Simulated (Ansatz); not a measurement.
# La3InB (Pm-3m): from the cell to its phonons, part 2 of 2

Wanted: phonon frequencies of La3InB (Pm-3m) and what follows from them.

Ansatz 0.2.0; DFT PBEsol, scalar-relativistic, plane waves, PAW; PAW set soft_1.

So far. Step 3 (Relaxing to small forces for the phonons): The forces vanish by symmetry and the pressure is 0.000 GPa, within the tolerances set. The cell now holds 28.90 Å³/atom. The relaxed cell has a = 5.247 Å (conventional setting).

**4. Modes at Γ**

The zone centre comes first: it holds the modes that light can see, as far as symmetry allows. No field response is asked, since the mesh shows no gap.

The input, input.yaml:

```yaml
crystal:
  lattice:
    - [5.2472787968, 0.0, 0.0]
    - [0.0, 5.2472787968, 0.0]
    - [0.0, 0.0, 5.2472787968]
  atoms:
    - { symbol: La, position: [0.5, 0.0, 0.5] }
    - { symbol: La, position: [0.5, 0.5, 0.0] }
    - { symbol: La, position: [0.0, 0.5, 0.5] }
    - { symbol: In, position: [0.0, 0.0, 0.0] }
    - { symbol: B, position: [0.5, 0.5, 0.5] }
kpoints:
  mp_grid: { grid: [8, 8, 8] }
hamiltonian:
  xc: pbesol
  pseudopotentials: { kind: paw, azcp: { folder: soft_1 }, xc_functional: pbe }
scf:
  occupations: { method: methfessel_paxton, width: 0.2 }
output:
  eigenvalues: true
phonons:
  method: dfpt
```

Launch:

```console
> ansatz run input.yaml --threads 4 --pin off --max-ram 10240MiB --backend cpu --events-out ev --progress --plain --runs-dir out
```

Numbers of over 12 decimals in the logs are rounded to 6 here.

The program printed:

```text
zone centre: on kpoints.mp_grid the ground state, and the responses unless they are solved on pairs of k-points, stand on 125 of the mesh's 512 k-points, reduced under 8 symmetry operations, with k and −k counted as one. Each operation leaves every solved displacement unchanged or reverses it
[...]
Crystal: 5 atoms, lattice volume = 144.478 Å³
Basis set: ecut = 420 eV, 2801 PW (Γ), exchange–correlation on 72×72×72 points (8 copies of the dense FFT grid, shifted against one another)
Bands: 30, of which v1, the nominal top of the filled ones, is band 25 counted from 1 (24 counted from 0)
Symmetry: 48 space group operations
k-points: 125 of 512 (irreducible under 8 space group operations)
[...]
SCF iter   1: F=—  HF=-24168.975809 eV  |F-HF|=—  |Δ(HF+E_count)|=         —  Δρ=6.98e-2  dr2=2.87e1  ethr=3.10e-3  ⟨swp⟩=4.9  Hψ=17617  notcnv=0
[...]
SCF iter   4: F=—  HF=-24163.261912 eV  |F-HF|=—  |Δ(HF+E_count)|=   1.10e-1  S|Δr|=    0.00e0  Δρ=1.84e-3  dr2=9.87e-3  ethr=9.09e-4  ⟨swp⟩=5.3  Hψ=26397  notcnv=0
automatic band count: the SCF goes on with 35 bands, as 30 were too few: they end inside the smearing window of the response
SCF iter   5: F=—  HF=-24163.260317 eV  |F-HF|=—  |Δ(HF+E_count)|=   1.60e-3  S|Δr|=    0.00e0  Δρ=6.27e-4  dr2=9.31e-4  ethr=2.01e-5  ⟨swp⟩=2.0  Hψ=8398  notcnv=0  defer=2
[...]
SCF iter  12: F=-24163.260225 eV  HF=-24163.260225 eV  |F-HF|=1.09e-11  |Δ(HF+E_count)|=  7.28e-12  S|Δr|=    0.00e0  Δρ=6.30e-8  dr2=4.94e-12  ethr=1.00e-12  ⟨swp⟩=16.8  Hψ=29102  notcnv=0
SCF 1 converged in 12 iterations: F = -24163.260225 eV  dr2 = 4.94e-12
[...]
DFPT response loops at Γ: preconditioner auto → Kerker (q_TF=auto, 2.278 Å⁻¹) (partly filled bands, converged f_vac=0.000); β = 1.00, the filter's whole step (`scf.mixing.beta` (0.50) is not read by the response loops under this deck's `scf.mixing.preconditioner`; to damp them name `kerker` or `kerker_dos`, under which they read `scf.mixing.beta`, and type it under 1.00, their step now; both keys bind the ground state too); Broyden in place of MSR1
SCF converged after 12 iterations
[...]
Free energy (F): -24163.260225 eV
[...]
Internal energy: -24163.255790 eV  (E = F + TS)
E sigma→0 (E₀):  -24163.259116 eV
Entropy (-TS):   -0.004435 eV (-0.887 meV/atom)
Fermi energy:    10.105597 eV
[...]
--- Band table (eV; the first three rows and the last of 125) ---
  k-point 0: bands = [... 21 lower, 9.7628, 9.7628, 9.7628, 11.0660, 11.0660, 11.0660, 11.2471, 11.2471, ... 6 higher]
  k-point 1: bands = [... 21 lower, 9.7716, 9.7973, 9.8698, 10.7531, 10.9828, 10.9828, 11.1176, 11.2962, ... 6 higher]
  k-point 2: bands = [... 21 lower, 9.7912, 9.8885, 9.9377, 10.2515, 10.7531, 10.7531, 11.1825, 11.5226, ... 6 higher]
  k-point 124: bands = [... 21 lower, 7.6367, 10.5696, 10.5696, 10.5696, 11.7760, 11.7760, 11.7760, 11.9281, ... 6 higher]
--- Phonons (Γ-DFPT): 4 representative perturbations + reference, on 125 of 512 k-points (Σ response iterations 13) ---
  k mesh reduced under 8 symmetry operations, with k and −k counted as one. Each operation leaves every solved displacement unchanged or reverses it
  ASR residual: 4.516e-5 → 0.000e0 eV/Å²; symmetrization residual: 3.166e-6 eV/Å²
  ASR residual per site (eV/Å²): 3.01e-5 3.01e-5 3.01e-5 1.45e-5 4.52e-5
  Γ frequencies (cm⁻¹): -118.01 -118.01 -118.01 -59.91 -59.91 -59.91 0.00 0.00 0.00 66.96 66.96 66.96 161.96 161.96 161.96
  non-analytic LO–TO correction: not included (Born effective charges unavailable; polar crystals: no LO–TO splitting at Γ)
```

Wall time 62 s (4 threads of AMD EPYC 9B14 (Zen 4), shared host); peak memory 2.7 GiB.

In the SCF lines HF is the Harris–Foulkes energy and dr2 the Hartree energy of the density residual, in eV; the loop may stop once dr2 is under the threshold and the program's other checks hold. Hψ counts applications of the Hamiltonian.

Numbers from this step:

| Property | Result |
| --- | --- |
| sum-rule residual before enforcement | 4.52e-5 eV/Å² |
| point group | m-3m |
| highest optical mode at the zone centre (no LO-TO term) | 162.0 cm⁻¹ |
| lowest optical zone-centre mode | -118.0 cm⁻¹ |

Patterns of degenerate modes are one choice out of their space. Modes at Γ, with each element's share of the kinetic energy (negative means imaginary):

| mode | frequency (cm⁻¹) | symmetry | La % | In % | B % |
| --- | --- | --- | --- | --- | --- |
| 1 | -118.0 | T1u | 26 | 0 | 74 |
| 2 | -118.0 | T1u | 26 | 0 | 74 |
| 3 | -118.0 | T1u | 26 | 0 | 74 |
| 4 | -59.9 | T2u | 100 | 0 | 0 |
| 5 | -59.9 | T2u | 100 | 0 | 0 |
| 6 | -59.9 | T2u | 100 | 0 | 0 |
| 7 | 0.0 | acoustic | 77 | 21 | 2 |
| 8 | 0.0 | acoustic | 77 | 21 | 2 |
| 9 | 0.0 | acoustic | 77 | 21 | 2 |
| 10 | 67.0 | T1u | 21 | 79 | 1 |
| 11 | 67.0 | T1u | 21 | 79 | 1 |
| 12 | 67.0 | T1u | 21 | 79 | 1 |
| 13 | 162.0 | T1u | 76 | 0 | 23 |
| 14 | 162.0 | T1u | 76 | 0 | 23 |
| 15 | 162.0 | T1u | 76 | 0 | 23 |

Displacements in mode 1 (-118.0 cm⁻¹), the largest set to 1:
```
La1  0.01  0.04 -0.09
La2  0.01 -0.03  0.10
La3 -0.01 -0.03 -0.09
In4  0.00  0.00  0.00
B5  -0.08  0.37  1.00
```

Displacements in mode 10 (67.0 cm⁻¹), the largest set to 1:
```
La1 -0.27 -0.01  0.00
La2 -0.27 -0.01  0.00
La3 -0.26 -0.01  0.00
In4  1.00  0.05  0.01
B5  -0.28 -0.02  0.00
```

Before it was imposed, the acoustic sum rule was missed by 4.5e-5 eV/Å². Small misses are needed for a sound result but don't prove that mesh and cutoff are converged. The lowest optical mode is imaginary, 118.0i cm⁻¹, so the energy falls along it.

**5. The dispersion**

Stability and thermal properties need the whole zone. Linear response on a 2×2×2 q mesh gives force constants as far as a supercell of that size would.

input.yaml: that of step 4 with these lines changed.

```diff
@@ -22 +22,8 @@
   method: dfpt
+  qmesh: [2, 2, 2]
+  temperatures: { t_max: 1000, t_step: 50 }
+  qpath:
+    path:
+      - [[0.0, 0.0, 0.0], [0.0, 0.5, 0.0], [0.5, 0.5, 0.0], [0.0, 0.0, 0.0], [0.5, 0.5, 0.5], [0.0, 0.5, 0.0]]
+      - [[0.5, 0.5, 0.5], [0.5, 0.5, 0.0]]
+    npoints: 10
```

The program printed:

```text
[...]
Crystal: 5 atoms, lattice volume = 144.478 Å³
Basis set: ecut = 420 eV, 2801 PW (Γ), exchange–correlation on 72×72×72 points (8 copies of the dense FFT grid, shifted against one another)
Bands: 30, of which v1, the nominal top of the filled ones, is band 25 counted from 1 (24 counted from 0)
Symmetry: 48 space group operations
k-points: 35 of 512
[...]
SCF iter   1: F=—  HF=-24168.975786 eV  |F-HF|=—  |Δ(HF+E_count)|=         —  Δρ=6.98e-2  dr2=2.87e1  ethr=3.10e-3  ⟨swp⟩=4.9  Hψ=4930  notcnv=0
[...]
SCF iter  12: F=-24163.260225 eV  HF=-24163.260225 eV  |F-HF|=3.64e-12  |Δ(HF+E_count)|=  3.64e-12  S|Δr|=    0.00e0  Δρ=6.26e-8  dr2=4.92e-12  ethr=1.00e-12  ⟨swp⟩=16.7  Hψ=8141  notcnv=0
SCF 1 converged in 12 iterations: F = -24163.260225 eV  dr2 = 4.92e-12
[...]
phonons: the bands overlap, so this run is a metal and interpolates without the dipole-dipole term. If the crystal is really an insulator or semiconductor, its LO-TO splitting is missing
NSCF: frozen V_eff on 35 k-points
[...]
DFPT response loops at q = (0, 0, 0) (fractional): preconditioner auto → Kerker (q_TF=auto, 2.278 Å⁻¹) (partly filled bands, converged f_vac=0.000); β = 1.00, the filter's whole step (`scf.mixing.beta` (0.50) is not read by the response loops under this deck's `scf.mixing.preconditioner`; to damp them name `kerker` or `kerker_dos`, under which they read `scf.mixing.beta`, and type it under 1.00, their step now; both keys bind the ground state too); Broyden in place of MSR1
[...]
SCF converged after 12 iterations
[...]
Free energy (F): -24163.260225 eV
[...]
Internal energy: -24163.255790 eV  (E = F + TS)
E sigma→0 (E₀):  -24163.259116 eV
Entropy (-TS):   -0.004435 eV (-0.887 meV/atom)
Fermi energy:    10.105597 eV
[...]
--- Band table (eV; the first three rows and the last of 35) ---
  k-point 0: bands = [... 21 lower, 9.7628, 9.7628, 9.7628, 11.0660, 11.0660, 11.0660, 11.2471, 11.2471, ... 6 higher]
  k-point 1: bands = [... 21 lower, 9.7716, 9.7973, 9.8698, 10.7531, 10.9828, 10.9828, 11.1176, 11.2962, ... 6 higher]
  k-point 2: bands = [... 21 lower, 9.7912, 9.8885, 9.9377, 10.2515, 10.7531, 10.7531, 11.1825, 11.5226, ... 6 higher]
  k-point 34: bands = [... 21 lower, 7.6367, 10.5696, 10.5696, 10.5696, 11.7760, 11.7760, 11.7760, 11.9281, ... 6 higher]
--- Phonons (Γ-DFPT): 4 representative perturbations + reference (Σ response iterations 13) ---
  ASR residual: 4.666e-5 → 0.000e0 eV/Å²; symmetrization residual: 2.239e-6 eV/Å²
  ASR residual per site (eV/Å²): 2.86e-5 2.86e-5 2.86e-5 1.03e-5 4.67e-5
[...]
--- Phonons (arbitrary-q DFPT): 4 irreducible q on the 2×2×2 mesh ---
  q = [0.0000, 0.0000, 0.0000] (star 1, of the zone-centre solve; hermiticity 6.29e-7, symmetrization 7.35e-12): -118.01 -118.01 -118.01 -59.91 -59.91 -59.91 -0.00 -0.00 0.00 66.96 66.96 66.96 161.96 161.96 161.96
  q = [0.0000, 0.0000, -0.5000] (star 3, 9 solved perturbations in 975 linear systems a pass and spin channel, the states on 125 of 512 k-point pairs; hermiticity 3.34e-7, symmetrization 6.23e-8): -12.61 -12.61 36.81 41.96 41.96 72.80 72.80 73.00 78.09 82.87 82.87 142.90 305.23 305.23 329.73
[...]
sum rule: each row above includes the acoustic sum rule's correction from the zone centre's row sums; it moved no ω² by more than (1.08 cm⁻¹)²
  mesh force constants: q→R imaginary residual 1.96e-18; ASR residual 4.666e-5 → 0.000e0 eV/Å²; symmetrization residual 1.066e-14 eV/Å²
  interpolated dispersion: 62 rows × 15 modes
  density of states and harmonic sums: on the 12×12×12 q-mesh, interpolated from the force constants of a 2×2×2 supercell (no non-analytic term)
  largest difference from the sums on the solved wave vectors: F 3.93e-1 eV, S 5.07e-4 and C_V 1.14e-4 eV/K
  zero-point energy: 0.108801 eV/cell   skipped modes (ω ≤ 0): 101, of them read as no rigid motion or as one in doubt: 98 (9.253e-1 modes/cell left out, lowest -118.01 cm⁻¹)   left out of the sums: 6.18e-2 of the cell's modes: C_V's classical limit lies that fraction below 3 k_B per atom; for a crystal, a wire or a layer, F and S can be off by more, and a phonons.interpolated_qmesh denser along its periods is the remedy for the sampling
```

The job ended after 4.7 min (4 threads; peak memory 2.1 GiB).

This step gave:

```yaml
sum_rule_residual_before_enforcement: 4.67e-5 eV/Å²
lowest_frequency_on_the_path: -118.0 cm⁻¹
highest_frequency_on_the_path_or_at_a_solved_wavevector: 410.3 cm⁻¹
lowest_mode_on_the_q_mesh_acoustic_modes_at_gamma_apart: -118.0 cm⁻¹
```

Frequencies (cm⁻¹) solved at each irreducible wavevector; negative means imaginary. Frequencies by wavevector, by row:

| q in reciprocal lattice units | star | mode 1 | mode 2 | mode 3 | mode 4 | mode 13 | mode 14 | mode 15 |
| --- | --- | --- | --- | --- | --- | --- | --- | --- |
| 0 0 0 | 1 | -118 | -118 | -118 | -59.9 | 162 | 162 | 162 |
| 0 0 -0.5 | 3 | -12.6 | -12.6 | 36.8 | 42 | 305.2 | 305.2 | 329.7 |
| 0 -0.5 -0.5 | 3 | 18.3 | 53.6 | 53.6 | 61.9 | 349.5 | 361.8 | 361.8 |
| -0.5 -0.5 -0.5 | 1 | -3.7 | -3.7 | -3.7 | 54 | 410.3 | 410.3 | 410.3 |

Interpolated from a 2×2×2 q mesh. Phonon branches along the path, in cm⁻¹:

| point | branch 1 | branch 2 | branch 3 | branch 4 | branch 12 | branch 13 | branch 14 | branch 15 |
| --- | --- | --- | --- | --- | --- | --- | --- | --- |
| Γ | -118 | -118 | -118 | -60 | 67 | 162 | 162 | 162 |
| halfway | -44 | -44 | -33 | 24 | 125 | 230 | 230 | 236 |
| X | -13 | -13 | 37 | 42 | 143 | 305 | 305 | 330 |
| halfway | 22 | 37 | 43 | 48 | 142 | 328 | 333 | 346 |
| M | 18 | 54 | 54 | 62 | 145 | 350 | 362 | 362 |
| halfway | -28 | -12 | 28 | 36 | 125 | 282 | 288 | 289 |
| Γ | -118 | -118 | -118 | -60 | 67 | 162 | 162 | 162 |
| halfway | -26 | 25 | 25 | 60 | 131 | 325 | 325 | 325 |
| R | -4 | -4 | -4 | 54 | 166 | 410 | 410 | 410 |
| halfway | 16 | 23 | 34 | 64 | 145 | 357 | 358 | 367 |
| X | -13 | -13 | 37 | 42 | 143 | 305 | 305 | 330 |
| jump to R | -4 | -4 | -4 | 54 | 166 | 410 | 410 | 410 |
| halfway | 13 | 27 | 27 | 62 | 154 | 380 | 387 | 387 |
| M | 18 | 54 | 54 | 62 | 145 | 350 | 362 | 362 |

The phonon density of states has structure finer than the step of the table below, so its rows give means over 20 cm⁻¹, whole bins alone (the curve runs from -118 to 412 cm⁻¹). Peaks (cm⁻¹: height): 72.5: 0.271, 127.5: 0.0632, 142.5: 0.0668.

Tetrahedra on a 12×12×12 mesh, mean over bins of 5 cm-1. Interpolated from a 2×2×2 q mesh. Phonon density of states against wavenumber; means over each step:

| wavenumber (cm⁻¹) | phonon density of states (1/cm⁻¹/cell) |
| --- | --- |
| -100 | 2.9e-4 |
| -80 | 8.6e-4 |
| -60 | 0.00393 |
| -40 | 0.0150 |
| -20 | 0.0178 |
| 0 | 0.0247 |
| 20 | 0.0595 |
| 40 | 0.0737 |
| 60 | 0.133 |
| 80 | 0.143 |
| 100 | 0.0420 |
| 120 | 0.0424 |
| 140 | 0.0384 |
| 160 | 0.00579 |
| 180 | 0.00201 |
| 200 | 0.00291 |
| 220 | 0.00367 |
| 240 | 0.00494 |
| 260 | 0.00670 |
| 280 | 0.00976 |
| 300 | 0.0167 |
| 320 | 0.0249 |
| 340 | 0.0315 |
| 360 | 0.0273 |
| 380 | 0.0138 |
| 400 | 0.00541 |

The partial phonon density of states has structure finer than the step of the table below, so its rows give means over 10 cm⁻¹, whole bins alone (the curve runs from -128 to 430 cm⁻¹). Peaks (cm⁻¹: height): B 85.9: 0.00463, 306.8: 0.0224, 320.8: 0.0276, 348.8: 0.0321; In 68.3: 0.169; La -22.8: 0.0222, 29.8: 0.0763, 85.9: 0.103, 103.4: 0.0397, 124.4: 0.0516, 142.0: 0.0484.

Phonopy on the run's constants, 11x11x11 mesh, Gaussian sigma 4.0 cm-1. Interpolated from a 2×2×2 q mesh. Partial phonon density of states against wavenumber; means over each step; values in 1/cm⁻¹/cell:

| wavenumber (cm⁻¹) | B | In | La |
| --- | --- | --- | --- |
| -120 | 1.2e-4 | 0 | 4.1e-5 |
| -110 | 7.7e-5 | 0 | 3.3e-5 |
| -100 | 4.0e-4 | 0 | 2.1e-4 |
| -90 | 2.8e-4 | 0 | 1.7e-4 |
| -80 | 5.2e-4 | 0 | 3.9e-4 |
| -70 | 3.0e-4 | 1.7e-6 | 4.0e-4 |
| -60 | 6.2e-4 | 8.5e-6 | 0.00400 |
| -50 | 2.0e-4 | 6.8e-6 | 0.0107 |
| -40 | 5.1e-4 | 5.7e-5 | 0.0167 |
| -30 | 2.4e-4 | 6.5e-5 | 0.0191 |
| -20 | 1.6e-4 | 1.7e-4 | 0.0213 |
| -10 | 7.2e-5 | 1.2e-4 | 0.0151 |
| 0 | 1.2e-5 | 8.0e-5 | 0.00940 |
| 10 | 7.0e-5 | 5.9e-4 | 0.0359 |
| 20 | 1.4e-4 | 0.00195 | 0.0635 |
| 30 | 4.2e-4 | 0.00537 | 0.0738 |
| 40 | 5.7e-4 | 0.00988 | 0.0655 |
| 50 | 3.2e-4 | 0.0177 | 0.0482 |
| 60 | 9.9e-4 | 0.0854 | 0.0437 |
| 70 | 0.00168 | 0.143 | 0.0649 |
| 80 | 0.00340 | 0.0328 | 0.0920 |
| 90 | 0.00343 | 0.00214 | 0.0751 |
| 100 | 0.00249 | 3.5e-4 | 0.0333 |
| 110 | 0.00228 | 2.9e-4 | 0.0322 |
| 120 | 0.00101 | 1.8e-4 | 0.0405 |
| 130 | 7.7e-4 | 1.2e-4 | 0.0435 |
| 140 | 3.9e-4 | 8.9e-5 | 0.0429 |
| 150 | 1.5e-4 | 1.6e-5 | 0.0204 |
| 160 | 1.5e-4 | 0 | 0.00548 |
| 170 | 6.7e-4 | 0 | 0.00193 |
| 180 | 0.00109 | 0 | 0.00145 |
| 190 | 9.2e-4 | 0 | 8.0e-4 |
| 200 | 0.00179 | 0 | 9.6e-4 |
| 210 | 0.00367 | 0 | 0.00162 |
| 220 | 0.00255 | 0 | 9.4e-4 |
| 230 | 0.00127 | 0 | 3.2e-4 |
| 240 | 0.00463 | 0 | 9.9e-4 |
| 250 | 0.00605 | 0 | 0.00117 |
| 260 | 0.00493 | 0 | 6.6e-4 |
| 270 | 0.00670 | 0 | 8.1e-4 |
| 280 | 0.0100 | 0 | 0.00107 |
| 290 | 0.00891 | 0 | 9.4e-4 |
| 300 | 0.0159 | 7.1e-6 | 0.00134 |
| 310 | 0.0192 | 1.0e-5 | 0.00142 |
| 320 | 0.0239 | 1.0e-5 | 0.00149 |
| 330 | 0.0259 | 1.0e-5 | 0.00116 |
| 340 | 0.0306 | 1.5e-5 | 0.00114 |
| 350 | 0.0308 | 2.0e-5 | 8.5e-4 |
| 360 | 0.0278 | 1.9e-5 | 4.8e-4 |
| 370 | 0.0194 | 1.1e-5 | 2.5e-4 |
| 380 | 0.0139 | 3.6e-6 | 1.4e-4 |
| 390 | 0.00967 | 0 | 5.9e-5 |
| 400 | 0.00608 | 0 | 2.4e-5 |
| 410 | 0.00176 | 0 | 1.7e-6 |
| 420 | 7.5e-5 | 0 | 0 |

Symmetry leaves 4 wavevectors to solve. The lowest mode among them, the acoustic zeros apart, lies at Γ and is imaginary, 118.0i cm⁻¹, so the energy falls along it.

**6. Another isotope, element B, natural mass 10.81 amu**

An isotope changes the mass and not the force constants, so no new electronic calculation is needed; the shifts show which modes move this element.

The same force constants with the mass of B changed from 10.810 to 10.013 u (phonopy, no LO-TO term). Both lists are sorted by frequency; levels can cross, so a row need not hold one and the same mode. Modes under 3 cm⁻¹ are left out. Isotope shifts, by row, the first 40 of 57 rows:

| q | rank | natural mass (cm⁻¹) | changed mass (cm⁻¹) |
| --- | --- | --- | --- |
| 0 0 0 | 1 | -118 | -121.4 |
| 0 0 0 | 2 | -118 | -121.4 |
| 0 0 0 | 3 | -118 | -121.4 |
| 0 0 0 | 4 | -59.91 | -59.91 |
| 0 0 0 | 5 | -59.91 | -59.91 |
| 0 0 0 | 6 | -59.91 | -59.91 |
| 0 0 0 | 10 | 66.96 | 66.97 |
| 0 0 0 | 11 | 66.96 | 66.97 |
| 0 0 0 | 12 | 66.96 | 66.97 |
| 0 0 0 | 13 | 162 | 163.4 |
| 0 0 0 | 14 | 162 | 163.4 |
| 0 0 0 | 15 | 162 | 163.4 |
| 0 0 -0.5 | 1 | -12.61 | -12.61 |
| 0 0 -0.5 | 2 | -12.61 | -12.61 |
| 0 0 -0.5 | 3 | 36.81 | 36.81 |
| 0 0 -0.5 | 4 | 41.96 | 41.96 |
| 0 0 -0.5 | 5 | 41.96 | 41.96 |
| 0 0 -0.5 | 6 | 72.8 | 72.8 |
| 0 0 -0.5 | 7 | 72.8 | 72.8 |
| 0 0 -0.5 | 8 | 73 | 73 |
| 0 0 -0.5 | 9 | 78.09 | 78.09 |
| 0 0 -0.5 | 10 | 82.87 | 83.21 |
| 0 0 -0.5 | 11 | 82.87 | 83.21 |
| 0 0 -0.5 | 12 | 142.9 | 142.9 |
| 0 0 -0.5 | 13 | 305.2 | 315.8 |
| 0 0 -0.5 | 14 | 305.2 | 315.8 |
| 0 0 -0.5 | 15 | 329.7 | 342.6 |
| 0 -0.5 -0.5 | 1 | 18.34 | 18.34 |
| 0 -0.5 -0.5 | 2 | 53.62 | 53.62 |
| 0 -0.5 -0.5 | 3 | 53.62 | 53.62 |
| 0 -0.5 -0.5 | 4 | 61.91 | 61.91 |
| 0 -0.5 -0.5 | 5 | 61.91 | 61.91 |
| 0 -0.5 -0.5 | 6 | 69.83 | 69.83 |
| 0 -0.5 -0.5 | 7 | 69.99 | 69.99 |
| 0 -0.5 -0.5 | 8 | 69.99 | 69.99 |
| 0 -0.5 -0.5 | 9 | 78.86 | 79.1 |
| 0 -0.5 -0.5 | 10 | 89.22 | 89.22 |
| 0 -0.5 -0.5 | 11 | 130.9 | 130.9 |
| 0 -0.5 -0.5 | 12 | 144.8 | 144.8 |
| 0 -0.5 -0.5 | 13 | 349.5 | 362.1 |

A mode of this element alone would shift by +3.90 %. The highest zone-centre frequency without the field goes from 162.0 to 163.4 cm⁻¹ (+0.9 %).

**7. Isotope substitution, element In, natural mass 114.818 amu**

The same for In, from 114.82 to 112.90 u.

A mode of this element alone would shift by +0.84 %. The highest zone-centre frequency without the field goes from 162.0 to 162.0 cm⁻¹ (+0.0 %).

**8. Summary of results**

```
space group after relaxation (within 0.01 Å)            : Pm-3m
volume per atom                                         : 28.9 Å³
electronic character                                    : no gap on this mesh
highest optical mode at the zone centre (no LO-TO term) : 162 cm⁻¹
lowest optical zone-centre mode                         : -118 cm⁻¹
lowest mode on the q mesh (acoustic modes at Γ apart)   : -118 cm⁻¹
highest frequency on the path or at a solved wavevector : 410 cm⁻¹
imaginary modes on the 2×2×2 q mesh                     : yes
```

Modes are clearly imaginary (beyond 10i cm⁻¹) at 2 of the 4 irreducible wavevectors, most at Γ (118.0i cm⁻¹), so this structure is not a minimum of the energy. The optical modes at Γ span -118 to 162 cm⁻¹ (negative means imaginary). The highest mode in this list at Γ, 162.0 cm⁻¹, is mostly motion of La (76 % of the kinetic energy). With no gap, or one that is small against the smearing, the frequencies hang on the k mesh and the smearing, most of all near Kohn anomalies. The phonon runs are without spin polarisation, although the cell has an odd electron count. Spin-orbit coupling is left out, which can matter for the heavy elements here. The PAW files were made for PBE and serve the other functionals too. These are harmonic frequencies at zero temperature: anharmonic shifts, linewidths and thermal expansion are left out.

[Logs are printed without paths, hosts, clocks, repeated set-up lines and the standing remarks that a program may print on its own settings, such as how far it seeks lower states.]

[Hosts, paths, dates, database ids (printed as entryN), source tags and the programs' standing remarks are cut or masked in the printed files.]
